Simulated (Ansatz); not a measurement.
# TiCdSe3 (model cell, started as cubic perovskite with Ti in the octahedra): a soft mode frozen in, part 2 of 2

Aim: this structure of TiCdSe3 (model cell, started as cubic perovskite with Ti in the octahedra) is to be tested for unstable modes, and one is followed downhill.

Ansatz 0.2.0; DFT PBE, scalar-relativistic, plane waves, PAW.

So far, highest frequency on the path or at a solved wavevector (cm⁻¹): step 2 (phonons on a q mesh) 251. Also lowest frequency on the path (cm⁻¹): step 2 -126.

The structure was built from a prototype and need not be the compound's stable phase.

## 6. Relaxing from the distorted cell

Starting from the lowest point found, all atoms and the cell are let go, so that strain and other modes of the same symmetry can join in.

input.yaml reads:

```yaml
crystal:
  lattice:
    - [4.9773704866, 4.9773704866, 0.0]
    - [4.9773704866, 0.0, 4.9773704866]
    - [4.9773704866, 0.0, -4.9773704866]
  atoms:
    - { symbol: Cd, position: [0.0, 0.5, 0.5] }
    - { symbol: Cd, position: [0.0, 0.0, 0.0] }
    - { symbol: Ti, position: [0.5, 0.25, 0.75] }
    - { symbol: Ti, position: [0.5, 0.75, 0.25] }
    - { symbol: Se, position: [0.5852385953, 0.5, 0.5] }
    - { symbol: Se, position: [0.4147614047, 0.0, 0.0] }
    - { symbol: Se, position: [0.0, -0.0852385953, 0.5] }
    - { symbol: Se, position: [0.0, 0.5852385953, 0.0] }
    - { symbol: Se, position: [0.5852385953, 0.4147614047, 0.0] }
    - { symbol: Se, position: [0.4147614047, 0.0852385953, 0.5] }
kpoints:
  mp_grid: { grid: [8, 8, 8] }
hamiltonian:
  xc: pbe
scf:
  occupations: { method: methfessel_paxton, width: 0.2 }
output:
  forces: true
  stress: true
  eigenvalues: true
relax:
  adjacent_minimum: "off"
  f_tol: 0.002
  max_steps: 120
  cell: { stress_tol: 0.03 }
```

On the command line:

```
$ ansatz run input.yaml --threads 8 --pin off --max-ram 14336MiB --backend cpu --events-out ev --progress --plain --runs-dir out
```

Numbers of over 12 decimals in the logs are rounded to 6 here.

The program printed:

```text
[...]
Crystal: 10 atoms, lattice volume = 246.621 Å³
Basis set: ecut = 420 eV, 4909 PW (Γ), exchange–correlation on 96×96×96 points (8 copies of the dense FFT grid, shifted against one another)
Bands: 96, of which v1, the nominal top of the filled ones, is band 80 counted from 1 (79 counted from 0)
Symmetry: 12 space group operations
[...]
k-points: 65 of 512
[...]
SCF iter   1: F=—  HF=-54329.039232 eV  |F-HF|=—  |Δ(HF+E_count)|=         —  Δρ=3.27e-3  dr2=2.58e-2  ethr=1.77e-3  ⟨swp⟩=5.6  Hψ=20935  notcnv=0
[...]
SCF iter   7: F=-54329.038465 eV  HF=-54329.038465 eV  |F-HF|=2.39e-8  |Δ(HF+E_count)|=   8.45e-8  S|Δr|=    0.00e0  Δρ=3.83e-6  dr2=5.20e-8  ethr=6.25e-11  ⟨swp⟩=6.8  Hψ=26900  notcnv=0
SCF 1 converged in 7 iterations: F = -54329.038465 eV  dr2 = 5.20e-8
[...]
relax step   1: F+E_penalty+E_count = -54329.03846499 eV  Δ(F+E_penalty+E_count) = +0.000e0 eV  max|allowed force component| = 6.567e-1 eV/Å  Δτ_max = 0.0000 Å  P = -3.174 GPa  Ω = 246.621 Å³  (7 SCF iters, dr2 threshold 1.00e-7 eV, accepted)
Crystal: 10 atoms, lattice volume = 232.654 Å³
Basis set: ecut = 420 eV, 4549 PW (Γ), exchange–correlation on 96×96×96 points (8 copies of the dense FFT grid, shifted against one another)
[...]
SCF iter   7: F=-54330.016702 eV  HF=-54330.016702 eV  |F-HF|=2.64e-7  |Δ(HF+E_count)|=   1.42e-6  S|Δr|=    0.00e0  Δρ=1.54e-5  dr2=6.39e-7  ethr=6.25e-10  ⟨swp⟩=6.1  Hψ=26900  notcnv=0
SCF 2 converged in 7 iterations: F = -54330.016702 eV  dr2 = 6.39e-7
relax step   2: F+E_penalty+E_count = -54330.01670191 eV  Δ(F+E_penalty+E_count) = -9.782e-1 eV  max|allowed force component| = 1.156e-1 eV/Å  Δτ_max = 0.1958 Å  P = +0.172 GPa  Ω = 232.654 Å³  energy of the carried Pulay correction = +1.894e-3 eV  (7 SCF iters, dr2 threshold 1.00e-6 eV, accepted)
Crystal: 10 atoms, lattice volume = 235.082 Å³
Basis set: ecut = 420 eV, 4579 PW (Γ), exchange–correlation on 96×96×96 points (8 copies of the dense FFT grid, shifted against one another)
[...]
SCF iter   6: F=-54330.024983 eV  HF=-54330.024983 eV  |F-HF|=1.12e-7  |Δ(HF+E_count)|=   3.18e-6  S|Δr|=    0.00e0  Δρ=1.25e-5  dr2=4.35e-7  ethr=6.25e-10  ⟨swp⟩=4.2  Hψ=30186  notcnv=0
SCF 3 converged in 6 iterations: F = -54330.024983 eV  dr2 = 4.35e-7
relax step   3: F+E_penalty+E_count = -54330.02498251 eV  Δ(F+E_penalty+E_count) = -8.281e-3 eV  max|allowed force component| = 1.231e-1 eV/Å  Δτ_max = 0.0366 Å  P = +0.041 GPa  Ω = 235.082 Å³  energy of the carried Pulay correction = +1.557e-3 eV  (6 SCF iters, dr2 threshold 1.00e-6 eV, accepted)
[...]
relax step   4: F+E_penalty+E_count = -54330.03889408 eV  Δ(F+E_penalty+E_count) = -1.391e-2 eV  max|allowed force component| = 1.012e-2 eV/Å  Δτ_max = 0.0225 Å  P = -0.079 GPa  Ω = 234.670 Å³  energy of the carried Pulay correction = +1.614e-3 eV  (6 SCF iters, dr2 threshold 9.47e-7 eV, accepted)
[...]
relax step   5: F+E_penalty+E_count = -54330.03908956 eV  Δ(F+E_penalty+E_count) = -1.955e-4 eV  max|allowed force component| = 8.716e-4 eV/Å  Δτ_max = 0.0020 Å  P = -0.004 GPa  Ω = 234.415 Å³  energy of the carried Pulay correction = +1.649e-3 eV  (6 SCF iters, dr2 threshold 1.68e-8 eV, accepted)
[...]
SCF iter   7: F=-54330.037162 eV  HF=-54330.037162 eV  |F-HF|=2.91e-11  |Δ(HF+E_count)|=  1.46e-11  S|Δr|=    0.00e0  Δρ=5.36e-8  dr2=9.19e-12  ethr=1.00e-12  ⟨swp⟩=4.1  Hψ=17926  notcnv=0
SCF 6 converged in 7 iterations: F = -54330.037162 eV  dr2 = 9.19e-12
relax step   6: F+E_penalty+E_count = -54330.03716190 eV  Δ(F+E_penalty+E_count) = +1.928e-3 eV  max|allowed force component| = 9.048e-4 eV/Å  Δτ_max = 0.0000 Å  P = -0.001 GPa  Ω = 234.415 Å³  stress off target by 1.28e-2 GPa  SCF on the basis re-selected at this cell (its energy is not comparable with the rows above)  (7 SCF iters)
basis re-selected at this cell: Δ(F+E_penalty+E_count) = +1.928e-3 eV, ΔP = +0.003 GPa vs the last step (what re-selecting the basis moved, of the pressure what is left beyond the Pulay correction that the steps carried, after the strain that the cell walked since its last selection, with what the two solves' SCF thresholds leave and, on support functions, any second-order correction that the steps lacked; it is no m [...]
SCF converged after 7 iterations
[...]
Free energy (F): -54330.037162 eV
[...]
Internal energy: -54330.054265 eV  (E = F + TS)
E sigma→0 (E₀):  -54330.041438 eV
Entropy (-TS):   0.017103 eV (1.710 meV/atom)
Fermi energy:    9.387328 eV
[...]
--- Forces (eV/Å), atoms counted from 1 ---
  atom   1  Cd     0.00000000     0.00000000    -0.00000000
  atom   2  Cd    -0.00000000    -0.00000000     0.00000000
  atom   3  Ti     0.00000000     0.00000000     0.00000000
  atom   4  Ti     0.00000000     0.00000000    -0.00000000
  atom   5  Se     0.00090481     0.00090481     0.00000000
  atom   6  Se    -0.00090481    -0.00090481    -0.00000000
  atom   7  Se    -0.00090481    -0.00000000    -0.00090481
  atom   8  Se     0.00090481     0.00000000     0.00090481
  atom   9  Se     0.00000000     0.00090481    -0.00090481
  atom  10  Se    -0.00000000    -0.00090481     0.00090481
  max |Σ_I F_I| component: 2.06e-18 eV/Å
--- Stress (GPa, compression-positive) ---
       -0.001074       0.005867       0.005867
        0.005867      -0.001074      -0.005867
        0.005867      -0.005867      -0.001074
  P = ⅓ Tr σ = -0.0011 GPa (-0.011 kbar)
--- Band table (eV; the first three rows and the last of 65) ---
  k-point 0: bands = [... 76 lower, 8.8186, 9.1078, 9.1078, 9.4544, 9.5090, 9.5090, 9.5148, 10.2247, ... 12 higher]
  k-point 1: bands = [... 76 lower, 8.7139, 9.0203, 9.1277, 9.1277, 9.6579, 9.6828, 9.6828, 10.2969, ... 12 higher]
  k-point 2: bands = [... 76 lower, 8.5839, 8.5839, 9.0631, 9.0631, 9.7508, 9.9755, 9.9755, 10.3601, ... 12 higher]
  k-point 64: bands = [... 76 lower, 8.0254, 8.2621, 8.4431, 8.7197, 9.6751, 9.7636, 9.8018, 10.5510, ... 12 higher]
--- Relaxed structure (5 steps of the walk, 5 accepted, 1 SCFs on fresh bases) ---
  F+E_penalty+E_count = -54330.03716190 eV   max|allowed force component| = 9.048e-4 eV/Å   (the final SCF, on the basis selected at the relaxed cell)
  cell:  # Å, volume = 234.4149 Å³
    - [4.816827, 4.816827, 4.163336342344337e-17]
    - [4.816827, 4.163336342344337e-17, 4.816827]
    - [4.973375, -0.156548, -4.973375]
  atoms:
    - { symbol: Cd, position: [7.047314121155779e-19, 0.500000, 0.5] }
    - { symbol: Cd, position: [0, -5.576353154813783e-19, 0] }
    - { symbol: Ti, position: [0.500000, 0.250000, 0.75] }
    - { symbol: Ti, position: [0.5, 0.75, 0.25] }
    - { symbol: Se, position: [0.615337, 0.500000, 0.500000] }
    - { symbol: Se, position: [0.384663, 2.3246571417060906e-18, -2.1827753157301045e-18] }
    - { symbol: Se, position: [3.469446951953614e-18, -0.115337, 0.5] }
    - { symbol: Se, position: [-3.469446951953614e-18, 0.615337, 0.0] }
    - { symbol: Se, position: [0.615337, 0.384663, 5.551115123125783e-17] }
    - { symbol: Se, position: [0.384663, 0.115337, 0.500000] }
```

It took 65 s on 8 threads of Arm Neoverse V2, shared host; peak memory 2 GiB; 8.3 min of CPU time.

Step by step:

```csv
step,energy less that of the first step (eV),largest force component (eV/Å),pressure (GPa),volume (Å³)
1,0.0000,0.6567,-3.17,246.62
2,-0.9782,0.1156,0.17,232.65
3,-0.9865,0.1231,0.04,235.08
4,-1.0004,0.0101,-0.08,234.67
5,-1.0006,0.0009,0.00,234.41
6*,-0.9987,0.0009,0.00,234.41
```

Relaxation steps marked * repeat the geometry before them on a plane-wave basis chosen anew for their cell, so energy and pressure can jump there.

The run keeps the 12 symmetry operations that it works with, so distortions that break them were not tested.

```csv
"conventional cell, symmetrised",before,after,change
a (Å),7.039,6.812,-3.2 %
b (Å),7.039,6.812,-3.2 %
c (Å),17.242,17.499,+1.5 %
volume (Å³/atom),24.66,23.44,-4.9 %
```

The atoms that moved most (Å, as changes of fractional coordinates times the final cell):

```csv
atom,dx,dy,dz,length
Se6,-0.145,-0.145,0.000,0.205
Se7,-0.145,0.000,-0.145,0.205
Se8,0.145,0.000,0.145,0.205
Se10,0.000,-0.145,0.145,0.205
Se9,0.000,0.145,-0.145,0.205
Se5,0.145,0.145,0.000,0.205
```

This step gave:

```yaml
pressure: -0.001074 GPa
volume_per_atom: 23.44 Å³
```

The distorted start has space group R-3c; the relaxation ends in R-3c.

## 7. The new phase in its own primitive cell

The relaxed structure is symmetrised, reduced to its primitive cell and relaxed tightly, as its phonons need.

input.yaml reads:

```yaml
crystal:
  lattice:
    - [3.406010756, 1.9664612268, 5.8331421308]
    - [-3.406010756, 1.9664612268, 5.8331421308]
    - [0.0, -3.9329224537, 5.8331421308]
  atoms:
    - { symbol: Cd, position: [0.25, 0.25, 0.25] }
    - { symbol: Cd, position: [0.75, 0.75, 0.75] }
    - { symbol: Ti, position: [0.5, 0.5, 0.5] }
    - { symbol: Ti, position: [0.0, 0.0, 0.0] }
    - { symbol: Se, position: [0.8653374516, 0.25, 0.6346625484] }
    - { symbol: Se, position: [0.1346625484, 0.75, 0.3653374516] }
    - { symbol: Se, position: [0.6346625484, 0.8653374516, 0.25] }
    - { symbol: Se, position: [0.3653374516, 0.1346625484, 0.75] }
    - { symbol: Se, position: [0.75, 0.3653374516, 0.1346625484] }
    - { symbol: Se, position: [0.25, 0.6346625484, 0.8653374516] }
kpoints:
  mp_grid: { grid: [6, 6, 6] }
hamiltonian:
  xc: pbe
scf:
  occupations: { method: methfessel_paxton, width: 0.2 }
output:
  forces: true
  stress: true
  eigenvalues: true
relax:
  adjacent_minimum: "off"
  f_tol: 0.001
  max_steps: 60
  cell: { stress_tol: 0.01 }
```

The program printed:

```text
[...]
Crystal: 10 atoms, lattice volume = 234.415 Å³
Basis set: ecut = 420 eV, 4603 PW (Γ), exchange–correlation on 96×96×96 points (8 copies of the dense FFT grid, shifted against one another)
Bands: 96, of which v1, the nominal top of the filled ones, is band 80 counted from 1 (79 counted from 0)
Symmetry: 12 space group operations
[...]
k-points: 32 of 216
[...]
- { symbol: Ti, position: [0.500000, 0.500000, 0.5] }
    - { symbol: Ti, position: [0, 0, 0] }
    - { symbol: Se, position: [0.865406, 0.250000, 0.634594] }
    - { symbol: Se, position: [0.134594, 0.75, 0.365406] }
    - { symbol: Se, position: [0.634594, 0.865406, 0.250000] }
    - { symbol: Se, position: [0.365406, 0.134594, 0.75] }
    - { symbol: Se, position: [0.75, 0.365406, 0.134594] }
    - { symbol: Se, position: [0.250000, 0.634594, 0.865406] }
[key lines of the parts left out:]
SCF converged after 5 iterations
Free energy (F): -54330.034266 eV
Fermi energy:    9.367947 eV
P = ⅓ Tr σ = 0.0000 GPa (0.000 kbar)
```

Wall time 20 s (8 threads); peak memory 1.5 GiB.

Little changed from the start: no atom moved by 0.005 Å and no cell edge by 0.1 %.

This step gave:

* pressure: 2.97e-5 GPa

The largest force component left is 0.0055 meV/Å and the pressure is 0.000 GPa, within the tolerances set. The cell now holds 23.44 Å³/atom.

## 8. Modes of the new phase, k-mesh 6×6×6

A relaxed structure may still be a saddle point, so its zone-centre modes are computed. No field response is asked, since the mesh shows no gap.

input.yaml reads:

```yaml
crystal:
  lattice:
    - [3.4063670329, 1.9666669234, 5.8324887086]
    - [-3.4063670329, 1.9666669234, 5.8324887086]
    - [0.0, -3.9333338468, 5.8324887085]
  atoms:
    - { symbol: Cd, position: [0.25, 0.25, 0.25] }
    - { symbol: Cd, position: [0.75, 0.75, 0.75] }
    - { symbol: Ti, position: [0.5, 0.5, 0.5] }
    - { symbol: Ti, position: [0.0, 0.0, 0.0] }
    - { symbol: Se, position: [0.8654063939, 0.25, 0.6345936061] }
    - { symbol: Se, position: [0.1345936061, 0.75, 0.3654063939] }
    - { symbol: Se, position: [0.6345936061, 0.8654063939, 0.25] }
    - { symbol: Se, position: [0.3654063939, 0.1345936061, 0.75] }
    - { symbol: Se, position: [0.75, 0.3654063939, 0.1345936061] }
    - { symbol: Se, position: [0.25, 0.6345936061, 0.8654063939] }
kpoints:
  mp_grid: { grid: [6, 6, 6] }
hamiltonian:
  xc: pbe
scf:
  occupations: { method: methfessel_paxton, width: 0.2 }
output:
  eigenvalues: true
phonons:
  method: dfpt
```

The program printed:

```text
[...]
Crystal: 10 atoms, lattice volume = 234.438 Å³
Basis set: ecut = 420 eV, 4603 PW (Γ), exchange–correlation on 96×96×96 points (8 copies of the dense FFT grid, shifted against one another)
Bands: 96, of which v1, the nominal top of the filled ones, is band 80 counted from 1 (79 counted from 0)
Symmetry: 12 space group operations
k-points: 112 of 216 (irreducible under 1 space group operation, time reversal used)
[...]
SCF iter   1: F=—  HF=-54330.032063 eV  |F-HF|=—  |Δ(HF+E_count)|=         —  Δρ=2.98e-3  dr2=1.97e-2  ethr=1.77e-3  ⟨swp⟩=5.8  Hψ=36528  notcnv=0
[...]
SCF iter  11: F=-54330.034266 eV  HF=-54330.034266 eV  |F-HF|=7.28e-12  |Δ(HF+E_count)|=  2.18e-11  S|Δr|=    0.00e0  Δρ=1.91e-8  dr2=7.70e-13  ethr=1.00e-12  ⟨swp⟩=8.6  Hψ=45049  notcnv=0
SCF 1 converged in 11 iterations: F = -54330.034266 eV  dr2 = 7.70e-13
[...]
DFPT response loops at Γ: preconditioner auto → Kerker (q_TF=auto, 2.560 Å⁻¹) (partly filled bands, converged f_vac=0.006); β = 1.00, the filter's whole step (`scf.mixing.beta` (0.50) is not read by the response loops under this deck's `scf.mixing.preconditioner`; to damp them name `kerker` or `kerker_dos`, under which they read `scf.mixing.beta`, and type it under 1.00, their step now; both keys bind the ground state too); Broyden in place of MSR1
SCF converged after 11 iterations
[...]
Free energy (F): -54330.034266 eV
[...]
Internal energy: -54330.051967 eV  (E = F + TS)
E sigma→0 (E₀):  -54330.038691 eV
Entropy (-TS):   0.017701 eV (1.770 meV/atom)
Fermi energy:    9.367947 eV
Step filling:    the computed levels leave a gap of 0.0000 eV = 0.0 smearing widths at the electron count; against every level under it full and every level over it empty, smearing changes F+E_penalty+E_count by +5.910 meV and its σ→0 estimate by +1.484 meV
[...]
--- Band table (eV; the first three rows and the last of 112) ---
  k-point 0: bands = [... 76 lower, 8.8161, 9.1063, 9.1063, 9.4502, 9.5050, 9.5050, 9.5151, 10.2202, ... 12 higher]
  k-point 1: bands = [... 76 lower, 8.5897, 8.8085, 8.8087, 9.2224, 9.6495, 9.6857, 9.7894, 10.3370, ... 12 higher]
  k-point 2: bands = [... 76 lower, 8.3709, 8.6424, 8.6625, 8.9297, 9.7467, 9.7948, 10.0506, 10.2871, ... 12 higher]
  k-point 111: bands = [... 76 lower, 8.6961, 8.6961, 8.6961, 8.6961, 10.0005, 10.0005, 10.3638, 10.3638, ... 12 higher]
--- Phonons (Γ-DFPT): 6 representative perturbations + reference, on 112 of 216 k-points (Σ response iterations 24) ---
  k mesh reduced under 1 symmetry operation, with k and −k counted as one. Each operation leaves every solved perturbation unchanged. A smaller set is not used because it would not reduce the number of displacements times k-points to solve
  ASR residual: 5.646e-5 → 0.000e0 eV/Å²; symmetrization residual: 2.486e-5 eV/Å²
  ASR residual per site (eV/Å²): 3.76e-5 3.76e-5 5.65e-5 5.65e-5 3.33e-5 3.33e-5 4.44e-5 4.44e-5 3.33e-5 3.33e-5
  Γ frequencies (cm⁻¹): -103.24 -37.85 -30.77 -30.77 -30.72 0.00 0.00 0.00 36.85 36.85 41.82 41.82 77.38 77.38 99.64 127.20 133.99 133.99 150.33 150.33 154.60 157.67 185.92 185.92 187.60 187.60 216.10 221.14 221.14 232.66
  non-analytic LO–TO correction: not included (Born effective charges unavailable; polar crystals: no LO–TO splitting at Γ)
```

It took 5.7 min on 8 threads; peak memory 7.4 GiB; 44 min of CPU time.

This step gave:

- sum-rule residual before enforcement: 5.65e-5 eV/Å²
- point group: -3m
- highest optical mode at the zone centre (no LO-TO term): 232.7 cm⁻¹
- lowest optical zone-centre mode: -103.2 cm⁻¹

Patterns of degenerate modes are one choice out of their space. The modes at Γ (shares of kinetic energy by element, %) (negative means imaginary):

```csv
mode,frequency (cm⁻¹),symmetry,Cd %,Ti %,Se %
1,-103.2,A2u,1,87,13
2,-37.9,A2u,70,1,28
3,-30.8,Eu,8,79,14
4,-30.8,Eu,8,79,14
5,-30.7,A2g,100,0,0
6,0.0,acoustic,28,12,60
7,0.0,acoustic,28,12,60
8,0.0,acoustic,28,12,60
9,36.9,Eu,9,4,87
10,36.9,Eu,9,4,87
11,41.8,Eg,15,0,85
12,41.8,Eg,15,0,85
13,77.4,Eg,52,0,48
14,77.4,Eg,52,0,48
15,99.6,A2g,0,0,100
16,127.2,A2u,0,0,100
17,134.0,Eu,33,3,64
18,134.0,Eu,33,3,64
19,150.3,Eg,1,0,99
20,150.3,Eg,1,0,99
21,154.6,A1u,0,1,99
22,157.7,A1g,0,0,100
23,185.9,Eu,18,12,70
24,185.9,Eu,18,12,70
25,187.6,Eg,32,0,68
26,187.6,Eg,32,0,68
27,216.1,A2g,0,0,100
28,221.1,Eu,5,90,6
29,221.1,Eu,5,90,6
30,232.7,A1u,0,99,1
```

Displacements in mode 1 (-103.2 cm⁻¹), the largest set to 1:
```
Cd1  0.00  0.00 -0.07
Cd2  0.00  0.00 -0.07
Ti3  0.00  0.00  1.00
Ti4  0.00  0.00  1.00
Se5  0.02 -0.01 -0.17
Se6  0.02 -0.01 -0.17
Se7  0.00  0.02 -0.17
Se8  0.00  0.02 -0.17
Se9 -0.02 -0.01 -0.17
Se10-0.02 -0.01 -0.17
```

Displacements in mode 28 (221.1 cm⁻¹), the largest set to 1:
```
Cd1 -0.02  0.16  0.00
Cd2 -0.02  0.16  0.00
Ti3 -0.91 -0.51  0.00
Ti4  1.00 -0.31  0.00
Se5 -0.09 -0.03 -0.06
Se6 -0.09 -0.03 -0.06
Se7  0.01  0.10  0.10
Se8  0.01  0.10  0.10
Se9  0.07 -0.05 -0.04
Se10 0.07 -0.05 -0.04
```

Before it was imposed, the acoustic sum rule was missed by 5.6e-5 eV/Å². Small misses are needed for a sound result but don't prove that mesh and cutoff are converged. The lowest optical mode is imaginary, 103.2i cm⁻¹, so the energy falls along it.

## 9. Summary of results

- unstable mode of the parent: q = (-0.5, -0.5, -0.5), 107i cm⁻¹
- depth at the lowest point sampled: 261 meV/atom
- largest atomic shift at that point: 0.6 Å
- space group reached (within 0.01 Å): R-3c
- energy gained over the parent (first relaxation, on the mesh of the frozen mode): 361 meV/atom
- volume per atom, phase reached: 23.4 Å³
- lowest optical zone-centre mode, phase reached: -103 cm⁻¹
- highest optical mode at the zone centre (no LO-TO term), phase reached: 233 cm⁻¹

**Reading.** Along this mode the structure falls into R-3c, 361 meV/atom below the parent. At the parent's cell the well is 260.8 meV/atom deep on the steps tried, with its lowest point at a shift of 0.6 Å. That is the last step tried, so the steps alone don't bracket the bottom of the well. Relaxing atoms and cell changes the gain by +99.95 meV/atom against the lowest step (energies at zero smearing). The new phase still has an imaginary mode at the zone centre of its cell, so it is a saddle point on the way to a lower structure. Of the 7 patterns followed to their end from this parent, this one reaches the lowest energy. Each path keeps the symmetry of its pattern, so a lower phase may lie along a pattern not tried. With no gap, or one that is small against the smearing, the frequencies hang on the k mesh and the smearing, most of all near Kohn anomalies. A semilocal functional can close a gap that the real compound would have, so the metallic treatment may be an artefact of the level. The starting cell was built on a prototype and not taken from a measurement, so the phase need not exist.

[Logs are printed without paths, hosts, clocks, repeated set-up lines and the standing remarks that a program may print on its own settings, such as how far it seeks lower states.]

[Hosts, paths, dates, database ids (printed as entryN), source tags and the programs' standing remarks are cut or masked in the printed files.]
